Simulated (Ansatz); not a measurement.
# GaCuSe2: optical spectrum from first principles

Aim: the dielectric function of GaCuSe2, and the optical constants that follow from it.

Method: DFT, PBE, plane-wave PAW, default files, scalar-relativistic, independent-particle optical response without local fields, in Ansatz 0.2.0.

Experimental background.

“Growth and anisotropy of transport properties of CuGaSe2 single crystals” (2018, pmc:6251020) reports for CuGaSe2, tetragonal chalcopyrite, by temperature-dependent electrical conductivity (n-type Bridgman-grown single crystal): band gap (thermal gap from intrinsic conductivity perpendicular to c, 380-530 K) 1.72 eV [thermal activation gap from slope of log conductivity over 380-530 K, not an optical gap …].

### Step 1. The starting structure

Symmetry: I-42d, No. 122, tetragonal system. The conventional cell has a = 5.619 Å, b = 5.619 Å, c = 11.026 Å, α = 90.00°, β = 90.00°, γ = 90.00°. Nearest to Se lie 2 Ga at 2.42 Å and 2 Cu at 2.42 Å. Nearest to Ga lie 4 Se at 2.42 Å. Nearest to Cu lie 4 Se at 2.42 Å. Farther neighbours and most contacts between anions are not listed.

Structure file:

```cif
data_structure
_symmetry_space_group_name_H-M 'I-42d'
_symmetry_Int_Tables_number 122
_cell_length_a 5.6191
_cell_length_b 5.6191
_cell_length_c 11.0260
_cell_angle_alpha 90.000
_cell_angle_beta 90.000
_cell_angle_gamma 90.000
_cell_volume 348.14
loop_
_atom_site_label
_atom_site_type_symbol
_atom_site_symmetry_multiplicity
_atom_site_Wyckoff_symbol
_atom_site_fract_x
_atom_site_fract_y
_atom_site_fract_z
_atom_site_occupancy
Se1 Se 8 d 0.25000 0.75062 0.37500 1
Ga1 Ga 4 b 0.50000 0.00000 0.25000 1
Cu1 Cu 4 a 0.00000 0.50000 0.25000 1
```

### Step 2. Ground state and bands

The self-consistent density comes first; it also tells whether there is a gap, which decides the occupations and the need for a Drude term.

This step: DFT, PBE, plane-wave PAW, default files, scalar-relativistic, ground state (Ansatz 0.2.0).

File input.yaml:

```yaml
crystal:
  lattice:
    - [-2.80955, 2.80955, 5.513]
    - [2.80955, -2.80955, 5.513]
    - [2.80955, 2.80955, -5.513]
  atoms:
    - { symbol: Se, position: [0.12562, 0.625, 0.00062] }
    - { symbol: Se, position: [0.875, 0.87438, 0.49938] }
    - { symbol: Se, position: [0.62438, 0.125, 0.99938] }
    - { symbol: Se, position: [0.375, 0.37562, 0.50062] }
    - { symbol: Ga, position: [0.25, 0.75, 0.5] }
    - { symbol: Ga, position: [0.5, 0.5, 0.0] }
    - { symbol: Cu, position: [0.75, 0.25, 0.5] }
    - { symbol: Cu, position: [0.0, 0.0, 0.0] }
kpoints:
  mp_grid: { grid: [6, 6, 6] }
  band_path:
    path:
      - [[0.0, 0.0, 0.0], [0.0, 0.0, 0.5], [-0.12985765, 0.12985765, 0.5], [-0.31492883, 0.31492883, 0.31492883], [0.0, 0.0, 0.0], [0.5, 0.5, -0.5], [0.31492883, 0.68507117, -0.31492883], [0.0, 0.5, 0.0], [0.25, 0.25, 0.25], [0.5, 0.5, -0.12985765], [0.5, 0.5, -0.5]]
      - [[0.0, 0.0, 0.5], [0.25, 0.25, 0.25]]
    npoints: 5
scf:
  occupations: { method: fermi_dirac, width: 0.05 }
  n_extra_bands: 12
hamiltonian:
  xc: pbe
  pseudopotentials: { kind: paw }
output:
  forces: true
  stress: true
  populations: true
  write_bands: true
  write_density: true
  write_potential: true
  elf: true
  volumetric_format: npy
```

Launch:

```bash
$ ansatz run input.yaml --threads 4 --pin off --max-ram 8192MiB --backend cpu --events-out ev --progress --plain --runs-dir out
```

Numbers of over 12 decimals in the logs are rounded to 6 here.

Log:

```text
scf.n_extra_bands = 12 over 64 filled bands (N_el = 128.0): the run solves 76 bands
Engine: ansatz 0.2.0, x86_64-unknown-linux-gnu
Pseudopotentials: kind: paw
Pseudopotential: Se, paw, valence charge 16, recommended cutoff 420 eV (normal), Se.paw.azcp
Pseudopotential: Ga, paw, valence charge 13, recommended cutoff 420 eV (normal), Ga.paw.azcp
Pseudopotential: Cu, paw, valence charge 19, recommended cutoff 420 eV (normal), Cu.paw.azcp
Functional definition: PBE
  parameter kappa = 0.804
  parameter beta = 0.066725
  exchange = pbe_x(kappa = kappa, mu = beta*pi^2/3)
  correlation = pbe_c(beta = beta)
Crystal: 8 atoms, lattice volume = 174.069 Å³
Basis set: ecut = 420 eV, 3451 PW (Γ), exchange–correlation on 96×96×96 points (8 copies of the dense FFT grid, shifted against one another)
Bands: 76, of which v1, the nominal top of the filled ones, is band 64 counted from 1 (63 counted from 0)
Symmetry: 8 space group operations
Space group: I-42d (ITA 122), of the structure as read, at distance tolerance 5.6e-5 Å
k-points: 30 of 216 (time reversal used)
Non-local potential: Se, projectors of the file, l = 0: 2, l = 1: 2, l = 2: 3, l = 3: 1
Non-local potential: Ga, projectors of the file, l = 0: 2, l = 1: 2, l = 2: 3, l = 3: 1
Non-local potential: Cu, projectors of the file, l = 0: 3, l = 1: 2, l = 2: 3, l = 3: 1
PAW form: soft (Blöchl's): semilocal exchange-correlation on the pseudo side does not see the compensation charge
PAW one-centre angular grid: Se, 590 points (default); XC on 64 Gauss nodes
PAW one-centre angular grid: Ga, 590 points (default); XC on 64 Gauss nodes
PAW one-centre angular grid: Cu, 590 points (default); XC on 64 Gauss nodes
Initial density: superposition of atomic densities (neutral atoms: chi_scale 0, normalization atom), corrected by the library's trained network
Initial wavefunctions: pseudopotential atomic-orbital guess
Functional: x = pbe(κ = 0.804, μ = 0.219515), c = pbe(β = 0.066725)
SCF iter   1: F=—  HF=-42696.438477 eV  |F-HF|=—  |Δ(HF+E_count)|=         —  Δρ=7.14e-4  dr2=1.02e-3  ethr=1.77e-3  ⟨swp⟩=5.9  Hψ=7898  notcnv=0  defer=10
preconditioner: auto → Resta (q_TF=auto, 2.592 Å⁻¹)  ε∞=4.9  [insulator: Δε(μ)=0.228 eV  Ē_g=12.033 eV  σ=0.050 eV  W_gap=0.80  n_scr=60 (ndim 8)  ℏωp=23.9 eV  f_vac=0.126  D(μ)=0.04/eV (n_scr^D=0)  ε∞_Penn≈4.9]
SCF iter   2: F=—  HF=-42696.439375 eV  |F-HF|=—  |Δ(HF+E_count)|=   8.98e-4  Δρ=4.42e-4  dr2=2.77e-4  ethr=7.93e-7  ⟨swp⟩=3.0  Hψ=4934  notcnv=0  defer=32
SCF iter   3: F=—  HF=-42696.439431 eV  |F-HF|=—  |Δ(HF+E_count)|=   5.60e-5  Δρ=4.36e-4  dr2=2.23e-4  ethr=2.17e-7  ⟨swp⟩=2.0  Hψ=3987  notcnv=0  defer=32
SCF iter   4: F=—  HF=-42696.439418 eV  |F-HF|=—  |Δ(HF+E_count)|=   1.34e-5  Δρ=1.54e-4  dr2=2.65e-5  ethr=1.74e-7  ⟨swp⟩=2.0  Hψ=3977  notcnv=0  defer=32
SCF iter   5: F=—  HF=-42696.439342 eV  |F-HF|=—  |Δ(HF+E_count)|=   7.60e-5  Δρ=4.11e-5  dr2=2.24e-6  ethr=2.07e-8  ⟨swp⟩=2.0  Hψ=3197  notcnv=0  defer=32
SCF iter   6: F=—  HF=-42696.439344 eV  |F-HF|=—  |Δ(HF+E_count)|=   2.17e-6  Δρ=1.59e-5  dr2=4.54e-7  ethr=1.75e-9  ⟨swp⟩=2.0  Hψ=2890  notcnv=0  defer=32
SCF iter   7: F=-42696.439344 eV  HF=-42696.439344 eV  |F-HF|=3.11e-8  |Δ(HF+E_count)|=   6.80e-7  Δρ=5.05e-6  dr2=5.99e-8  ethr=7.81e-11  ⟨swp⟩=12.5  Hψ=18986  notcnv=0
SCF 1 converged in 7 iterations: F = -42696.439344 eV  dr2 = 5.99e-8
  Residual-converged pass: ⟨swp⟩=1.0  Hψ=2400  notcnv=0  max |occ|·‖R‖ = 7.1e-9 eV (tolerance 1.0e-8 eV)  dr2=5.99e-8  dr2_onsite=2.43e-8  max |Δocc| = 1.6e-11
  greatest PAW one-centre occupation: 1.000 electrons in one spin orbital (limit 2), on the Cu atom at site 7 (counted from 0), in its partial waves of l = 0
NSCF: frozen V_eff on 57 k-points
SCF converged after 7 iterations
Free energy (F): -42696.439344 eV
Harris-Foulkes:  -42696.439344 eV  (|F-HF|=3.11e-8)
Internal energy: -42696.438862 eV  (E = F + TS)
E sigma→0 (E₀):  -42696.439103 eV
Entropy (-TS):   -0.000482 eV (-0.060 meV/atom)
Fermi energy:    8.962148 eV
--- Per-component energies (eV) ---
  E_band       = -2617.522998
  E_kinetic    = 1307.970580
  E_local      = -24900.959085  (includes V_loc(G=0)·N_el)
  E_nonlocal   = -732.609579
  E_hartree    = 11664.579996
  E_xc         = -732.077437
  E_vxc        = -737.275946  (∫ρ·V_xc dr)
  E_paw        = -14967.236130  (= ΣΔE_a)
  E_vpaw       = -883.792318  (= ΣTr[D̂ρ^β])
  E_aug_tail   = -0.002024  (compensation charges beyond the density's cutoff)
  E_ewald      = -14336.105182
  E_smearing   = -0.000482  (= −TS)
  E_closure    = -0.000000  (closes the sum)
  Σ components = -42696.439344   (vs F -42696.439344, Δ=0.00e0)
--- Forces (eV/Å), atoms counted from 1 ---
  atom   1  Se    -0.00000000    -0.39107129    -0.00000000
  atom   2  Se     0.39107129     0.00000000     0.00000000
  atom   3  Se    -0.00000000     0.39107129     0.00000000
  atom   4  Se    -0.39107129     0.00000000     0.00000000
  atom   5  Ga     0.00000000    -0.00000000     0.00000000
  atom   6  Ga     0.00000000     0.00000000     0.00000000
  atom   7  Cu     0.00000000    -0.00000000     0.00000000
  atom   8  Cu     0.00000000     0.00000000     0.00000000
  max |Σ_I F_I| component: 3.09e-18 eV/Å
--- Stress (GPa, compression-positive) ---
        2.784637       0.000000       0.000000
       -0.000000       2.784637       0.000000
        0.000000       0.000000       2.960758
  P = ⅓ Tr σ = 2.8433 GPa (28.433 kbar)
--- Band table (eV; the first three rows and the last of 30) ---
  k-point 0: bands = [... 60 lower, 7.2938, 8.6971, 8.6971, 8.8249, 9.0599, 10.7332, 11.1008, 12.8157, ... 8 higher]
  k-point 1: bands = [... 60 lower, 7.4099, 7.7193, 8.4645, 8.6250, 10.1729, 11.0115, 11.8963, 12.5431, ... 8 higher]
  k-point 2: bands = [... 60 lower, 7.6069, 7.6574, 8.1409, 8.4490, 10.5717, 10.8088, 11.9428, 12.2912, ... 8 higher]
  k-point 29: bands = [... 60 lower, 7.5975, 7.5975, 7.9147, 7.9147, 10.7032, 10.7032, 10.7886, 10.7886, ... 8 higher]
--- Löwdin populations: 8 sites ---
  site symbol       q [e]
     0     Se     16.2572
     1     Se     16.2572
     2     Se     16.2572
     3     Se     16.2572
     4     Ga     12.8176
     5     Ga     12.8176
     6     Cu     18.4381
     7     Cu     18.4381
  spilling = 0.003594 (of n_electrons = 128.000000)
```

Elapsed: 14 s, on 4 threads of Intel Xeon Platinum 8488C (Sapphire Rapids), shared host; peak memory 1.1 GiB.

Numbers from this step:

| Property | Result |
| --- | --- |
| free energy | -42696.4393 eV |
| Fermi energy | 8.962 eV |
| gap by band count | 0.2351 eV |
| electrons | 128 |
| symmetry operations | 8 |
| pressure | 2.843 GPa |
| volume | 174.1 Å³ |
| gap on the path | 0.2351 eV |
| least direct gap on the path | 0.2351 eV |

There is a gap, 0.24 eV on the path, so no carriers' term is needed. The cell is left with a pressure of 2.8 GPa and forces up to 0.39 eV/Å, as it stands unrelaxed at this level.

Electronic bands along the path, in eV, zero at the Fermi level; v1 is the highest filled band, c1 the lowest empty one:

```tsv
point	v4	v3	v2	v1	c1	c2	c3	c4
Γ	-1.67	-0.27	-0.27	-0.14	0.10	1.77	2.14	3.85
0.40 of the way	-1.51	-1.35	-0.62	-0.37	1.38	2.08	3.08	3.52
X	-0.96	-0.96	-0.64	-0.64	1.05	1.05	3.19	3.19
0.60 of the way	-0.97	-0.97	-0.72	-0.72	1.16	1.16	3.42	3.42
Y	-0.99	-0.99	-0.83	-0.83	1.33	1.33	3.71	3.71
0.40 of the way	-1.28	-1.15	-0.89	-0.81	1.72	1.78	2.96	3.56
S	-1.55	-1.33	-0.88	-0.69	1.84	2.28	2.38	3.32
0.40 of the way	-1.56	-1.16	-0.99	-0.63	1.91	2.58	2.85	3.57
Γ	-1.67	-0.27	-0.27	-0.14	0.10	1.77	2.14	3.85
0.60 of the way	-1.54	-1.12	-0.77	-0.77	1.69	1.88	2.36	2.42
Z	-1.36	-1.36	-1.05	-1.05	1.74	1.74	1.83	1.83
0.40 of the way	-1.41	-1.17	-1.13	-0.96	1.70	1.91	2.00	2.17
S1	-1.55	-1.33	-0.88	-0.69	1.84	2.28	2.38	3.32
0.40 of the way	-1.53	-1.32	-1.03	-0.61	1.91	2.34	2.59	3.55
N	-1.48	-1.36	-1.24	-0.69	2.06	2.45	3.10	4.00
0.40 of the way	-1.34	-1.26	-0.99	-0.82	1.71	2.16	3.06	3.90
P	-0.99	-0.99	-0.81	-0.81	1.50	1.50	2.91	2.91
0.40 of the way	-1.02	-0.98	-0.79	-0.76	1.23	1.49	3.09	3.13
Y1	-0.99	-0.99	-0.83	-0.83	1.33	1.33	3.71	3.71
0.40 of the way	-1.10	-1.10	-1.05	-1.05	1.85	1.85	2.68	2.68
Z	-1.36	-1.36	-1.05	-1.05	1.74	1.74	1.83	1.83
jump to X	-0.96	-0.96	-0.64	-0.64	1.05	1.05	3.19	3.19
0.60 of the way	-0.97	-0.97	-0.77	-0.77	1.33	1.33	3.03	3.03
P	-0.99	-0.99	-0.81	-0.81	1.50	1.50	2.91	2.91
```

Electrostatic potential energy in the ac plane of the conventional cell at fractional y = 0.000, with atoms of Ga and Cu within 0.2 Å of it. With pseudopotentials it is smooth inside the atoms' cores, unlike the true potential.

Values in eV, 24 rows by 16 columns, each cell a mean:
```
-37 -31  -5   9  12  12  13  13  13  13  13  12  11   4 -20 -36
-13  -4   7  10  11  12  12  13  13  12  12  12  11   9   2 -10
  9  10  11  11  11  11  11  12  12  12  11  11  11  11  10   9
 12  12  12  11  11  10   9   7   6   8  10  11  11  11  12  12
 13  13  12  12  11   7  -6 -23 -26 -15   3  10  11  12  12  13
 13  13  13  12  10   2 -25 -37 -37 -35  -9   8  12  12  13  13
 13  13  13  12  11   4 -20 -36 -37 -31  -6   9  12  12  13  13
 12  12  12  12  11   9   2 -10 -13  -4   7  10  11  12  12  12
 10  11  11  11  11  11  10  10   9  10  11  11  11  11  11  10
  2   5   8   9  10  11  12  12  12  12  11  11  10   9   6   3
-13 -10   0   8  10  11  12  13  13  12  12  11   9   4  -6 -12
-14 -15  -8   5  10  12  12  13  13  13  12  11   8  -1 -14 -14
-15 -14  -6   6  10  12  12  13  13  13  12  11   9   1 -12 -15
 -9  -5   4   8  10  11  12  12  12  12  12  11  10   7  -1  -8
  7   8   9  10  10  10  11  10  10  10  10  10  10   9   9   7
 11  11  11  10  10   9   7   3   2   5   8   9  10  11  11  11
 12  12  12  11   9   4  -6 -13 -14 -10   0   8  10  11  12  12
 13  13  12  11   8  -1 -13 -14 -14 -15  -8   5  10  12  12  13
 13  13  12  11   8   0 -12 -15 -14 -14  -6   6  10  12  12  13
 13  12  12  11   9   6  -1  -8  -9  -5   3   8  10  11  12  12
 12  12  11  11  10  10   9   7   7   8   9  10  10  11  11  12
  5   8  10  11  11  11  11  11  11  11  11  11  11  10   9   6
-26 -15   3  10  11  12  12  12  12  12  12  12  11   8  -5 -23
-37 -35  -9   8  12  12  13  13  13  13  13  12  10   2 -26 -37
```

ELF in the ac plane of the conventional cell at fractional y = 0.000, with atoms of Ga and Cu within 0.2 Å of it. It is the smooth field of the valence electrons, not physical close to the nuclei.

Ten even steps from '_' (0.01) to '@' (0.77), each cell a mean:
```
##==::::....__________..::..::**
::::::----::..____..::----::::::
..::--++++==::....::--++++==::..
....--==++--::....::--==++==::..
____..::::::::----::::::::::..__
______......--%%@@++::....______
____..::::..::**##==::::::..____
__..::====::::::::::::--==--..__
..::==****==--::..::--++**++--::
::--==++++==::......--++++++==--
..::--==--::..______..::------::
....::::::____________..::--::__
__..----::..__________::----::__
::--==++++--..____..::==++++--::
::--++****++--::..::==******==--
..::==++****==--::--++****++--..
____::--====--::..::--====::..__
______..----::__....::--::..____
______..::--::__....----::..____
__..::--====--::::--======::..__
..::==++**++==--::--++****==--..
..::--++**++--....::==++++==::..
--::::::--::..______::----::::--
@@++::......__________......--%%
```

(Part 1 of 2 ends here.)

[Logs are printed without paths, hosts, clocks, repeated set-up lines and the standing remarks that a program may print on its own settings, such as how far it seeks lower states.]

[Hosts, paths, dates, database ids (printed as entryN), source tags and the programs' standing remarks are cut or masked in the printed files.]
